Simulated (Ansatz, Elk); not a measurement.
## How far do independent atoms describe CsAl3P?

Structure refinements treat a crystal as free atoms side by side. For a made-up structure of CsAl3P (cell and positions from a PBEsol relaxation) the runs below show what the calculated density changes in F(hkl).

Calculated with Elk 11.2.3 (patched build); DFT, PBE, all-electron APW+lo, Dirac cores, scalar-relativistic bands, static density, no spin.

This account leaves out most program logs.

The structure was built from a prototype and need not be the compound's stable phase.

## 1. Starting point

The structure is cubic, space group Pm-3m (No. 221). Conventional cell: a = 5.058 Å, b = 5.058 Å, c = 5.058 Å, α = 90.00°, β = 90.00°, γ = 90.00°. Nearest to Cs lie 12 Al at 3.58 Å and 8 P at 4.38 Å. Nearest to P lie 6 Al at 2.53 Å and 8 Cs at 4.38 Å. Nearest to Al lie 2 P at 2.53 Å and 8 Al at 3.58 Å and 4 Cs at 3.58 Å. Farther neighbours are not listed.

As a file:

```cif
data_structure
_symmetry_space_group_name_H-M 'P 1'
_symmetry_Int_Tables_number 1
_cell_length_a 5.0583
_cell_length_b 5.0583
_cell_length_c 5.0583
_cell_angle_alpha 90.000
_cell_angle_beta 90.000
_cell_angle_gamma 90.000
_cell_volume 129.42
loop_
_atom_site_label
_atom_site_type_symbol
_atom_site_fract_x
_atom_site_fract_y
_atom_site_fract_z
_atom_site_occupancy
Cs1 Cs 0.00000 0.00000 0.00000 1
P2 P 0.50000 0.50000 0.50000 1
Al3 Al 0.50000 0.50000 0.00000 1
Al4 Al 0.50000 0.00000 0.50000 1
Al5 Al 0.00000 0.50000 0.50000 1
```

## 2. Ground state and structure factors

An all-electron density is needed, since X-rays see the cores too. Task 0 finds the density and task 195 Fourier-transforms it; tshift is off so that phases refer to the origin typed.

Input file elk.in:

```
tasks
  0
  195

xctype
  20

spinpol
  .false.

rgkmax
  7.0

gmaxvr
  14.0

lmaxo
  7

lmaxapw
  8

swidth
  0.002

tshift
  .false.

ramdisk
  .false.

hmaxvr
  5.5

maxscl
  120

epspot
  1e-06

sppath
  './'

avec
  9.55877426663 0.00000000000 0.00000000000
  0.00000000000 9.55877426663 0.00000000000
  0.00000000000 0.00000000000 9.55877426663

atoms
  3
  'Cs.in'
  1
  0.0000000000 0.0000000000 -0.0000000000   0.000000 0.000000 0.000000
  'P.in'
  1
  0.5000000000 0.5000000000 0.5000000000   0.000000 0.000000 0.000000
  'Al.in'
  3
  0.5000000000 0.5000000000 0.0000000000   0.000000 0.000000 0.000000
  0.5000000000 0.0000000000 0.5000000000   0.000000 0.000000 0.000000
  -0.0000000000 0.5000000000 0.5000000000   0.000000 0.000000 0.000000

ngridk
  5 5 5
```

Run with:

```console
OMP_NUM_THREADS=4 elk
```

Run time: 43 s. Hardware: 4 threads of Intel Xeon Platinum 8375C at 2.90GHz (Ice Lake), shared host; peak memory 0.23 GiB.

SFACRHO.OUT:

```text

h k l indices transformed by vhmat matrix:
   1.000000000       0.000000000       0.000000000    
   0.000000000       1.000000000       0.000000000    
   0.000000000       0.000000000       1.000000000    

      h      k      l  multipl.   |H|            Re(F)            Im(F)           |F|

      0      0      0      1   0.0000000       109.00000      0.32363653E-15   109.00000    
      0      0      1      6  0.65732124       26.132467      0.34238115E-14   26.132467    
      0     -1      1     12  0.92959261       49.725499      0.15989761E-14   49.725499    
     -1     -1     -1      8   1.1385138       63.557700      0.28405462E-14   63.557700    
      0      0     -2      6   1.3146425       81.952203      0.68355239E-14   81.952203    
     -1     -2      0     24   1.4698150       23.927626     -0.56728629E-14   23.927626    
     -2      1      1     24   1.6101016       42.050536     -0.33721605E-14   42.050536    
     -2      2      0     12   1.8591852       72.052614     -0.29129381E-14   72.052614    
     -2      1     -2     24   1.9719637       21.677997     -0.11155544E-14   21.677997    
     -3      0      0      6   1.9719637       21.461991     -0.91609763E-14   21.461991    
      0      3     -1     24   2.0786323       38.010717     -0.21559945E-14   38.010717    
      3     -1      1     24   2.1800879       50.910344     -0.18536765E-14   50.910344    
      2      2      2      8   2.2770276       65.993142     -0.16883855E-13   65.993142    
      0      3     -2     24   2.3700054       19.975080      0.63781192E-14   19.975080    
     -3      1      2     48   2.4594709       35.253083      0.48104375E-14   35.253083    
      4      0      0      6   2.6292849       61.498026     -0.10395348E-13   61.498026    
     -1      0      4     24   2.7102049       18.754489      0.13274602E-14   18.754489    
      2     -3     -2     24   2.7102049       18.817406     -0.88456184E-14   18.817406
```

Elk indexes on the primitive cell of elk.in and gives |H| = 4π sin θ/λ in inverse bohr. Below, one row stands for each form hkl of the conventional cell (m members, Friedel mates merged), F is for one primitive cell and the density is static (no thermal factor). Free-atom factors are Waasmaier and Kirfel's, and R is Σm||F|−|F'||/Σm|F|.

| hkl | m | sin θ/λ (Å⁻¹) | abs F, DFT | neutral atoms | diff. |
| --- | --- | --- | --- | --- | --- |
| 100 | 6 | 0.099 | 26.133 | 26.237 | -0.104 |
| 110 | 12 | 0.140 | 49.725 | 49.640 | +0.085 |
| 111 | 8 | 0.171 | 63.558 | 63.743 | -0.185 |
| 200 | 6 | 0.198 | 81.952 | 82.012 | -0.060 |
| 210 | 24 | 0.221 | 23.928 | 23.786 | +0.142 |
| 211 | 24 | 0.242 | 42.050 | 42.090 | -0.039 |
| 220 | 12 | 0.280 | 72.053 | 72.188 | -0.136 |
| 221 | 24 | 0.296 | 21.678 | 21.525 | +0.153 |
| 300 | 6 | 0.296 | 21.462 | 21.525 | -0.063 |
| 310 | 24 | 0.313 | 38.011 | 37.963 | +0.047 |
| 311 | 24 | 0.328 | 50.910 | 50.909 | +0.001 |
| 222 | 8 | 0.342 | 65.993 | 66.104 | -0.111 |
| 320 | 24 | 0.356 | 19.975 | 19.945 | +0.030 |
| 321 | 48 | 0.370 | 35.253 | 35.283 | -0.030 |

## 3. The highest occupied states alone

An energy window below the Fermi level keeps the highest occupied states, to see at which angles they scatter; shallow core shells can lie inside it and anion s states outside. No new self-consistency is needed.

Changes to elk.in since step 2:

```diff
@@ -1,3 +1,2 @@
 tasks
-  0
   195
@@ -40,2 +39,5 @@
 
+wsfac
+  -0.237620 0.503380
+
 sppath
```

Run with:

```console
OMP_NUM_THREADS=4 elk
```

Run time: 18 s. Hardware: 4 threads; peak memory 0.16 GiB; 20 s of CPU time.

States within 12 eV below the Fermi level hold 20.47 electrons; any levels below the window count with the cores, and a count that is not whole means the window cuts a band. Their amplitudes can exceed the total, where window and core parts have opposite phase:

| hkl | sin θ/λ (Å⁻¹) | abs F, window | abs F, all |
| --- | --- | --- | --- |
| 100 | 0.099 | 0.491 | 26.133 |
| 110 | 0.140 | 4.177 | 49.725 |
| 111 | 0.171 | 1.544 | 63.558 |
| 200 | 0.198 | 2.707 | 81.952 |
| 210 | 0.221 | 0.211 | 23.928 |
| 211 | 0.242 | 0.790 | 42.050 |
| 220 | 0.280 | 0.170 | 72.053 |
| 221 | 0.296 | 0.039 | 21.678 |
| 300 | 0.296 | 0.159 | 21.462 |
| 310 | 0.313 | 0.101 | 38.011 |

## 4. Another functional

The difference from free atoms is small, so it is set against the change that PBEsol makes.

Changes to elk.in since step 3:

```diff
@@ -1,2 +1,3 @@
 tasks
+  0
   195
@@ -4,3 +5,3 @@
 xctype
-  20
+  22
 
@@ -39,5 +40,2 @@
 
-wsfac
-  -0.237620 0.503380
-
 sppath
```

Run with:

```console
OMP_NUM_THREADS=4 elk
```

Wall time 42 s (4 threads); peak memory 0.23 GiB.

Against the first run R = 0.03 %; the largest change is -0.029 at 200.

## 5. Basis size

The basis and the expansions that go with it are enlarged, to see whether the differences are converged.

Changes to elk.in since step 4:

```diff
@@ -5,3 +5,3 @@
 xctype
-  22
+  20
 
@@ -11,12 +11,12 @@
 rgkmax
-  7.0
+  8.5
 
 gmaxvr
-  14.0
+  18.0
 
 lmaxo
-  7
+  9
 
 lmaxapw
-  8
+  10
```

Run with:

```console
OMP_NUM_THREADS=4 elk
```

Run time: 85 s. Hardware: 4 threads; peak memory 0.45 GiB.

Against the first run R = 0.00 %; the largest change is -0.003 at 422.

## 6. Settings against the effect

| run | R against the first run (%) | R against neutral atoms, low angle (%) | wall time |
| --- | --- | --- | --- |
| PBE, rgkmax 7 | 0.00 | 0.28 | 43 s |
| PBEsol | 0.03 | 0.29 | 42 s |
| rgkmax 8.5 with larger expansions | 0.00 | 0.28 | 85 s |

## 7. Summary of results

| Item | Value |
| --- | --- |
| R against neutral atoms, sin θ/λ < 0.3 Å⁻¹ | 0.28 % |
| R against neutral atoms, 0.3 to 0.83 Å⁻¹ | 0.10 % |

**Reading.** Independent neutral atoms miss the calculated amplitudes by R = 0.28 % below 0.3 Å⁻¹ and 0.10 % from there to 0.83 Å⁻¹; by shells, 0.22 % below 0.15 Å⁻¹ (2 forms), 0.29 % 0.15 to 0.3 (7 forms), 0.08 % 0.3 to 0.45 (12 forms), 0.11 % above 0.45 (70 forms). Bonding, aspherical density and the tables' own atoms all enter these figures, and the runs don't part them. The largest change of an amplitude is -0.18 electrons, at 111. The window's part falls from 20.5 electrons at the origin to at most 0.42 between 0.45 and 0.83 Å⁻¹. The window holds more than the 15 outer electrons of the free atoms, so shallow core shells lie inside it. Below 0.3 Å⁻¹ the changes that finished (PBEsol and rgkmax 8.5 with larger expansions) move F by R = 0.02 % at most, against the 0.28 % that separates it from free atoms. The k-mesh has no finished test. Part of the difference isn't bonding: the tables are fits to free atoms and ions calculated by other methods than this functional. Thermal motion, anomalous dispersion and extinction are left out.

[Logs are printed without paths, hosts, clocks, repeated set-up lines and the standing remarks that a program may print on its own settings, such as how far it seeks lower states.]

[Hosts, paths, dates, database ids (printed as entryN), source tags and the programs' standing remarks are cut or masked in the printed files.]
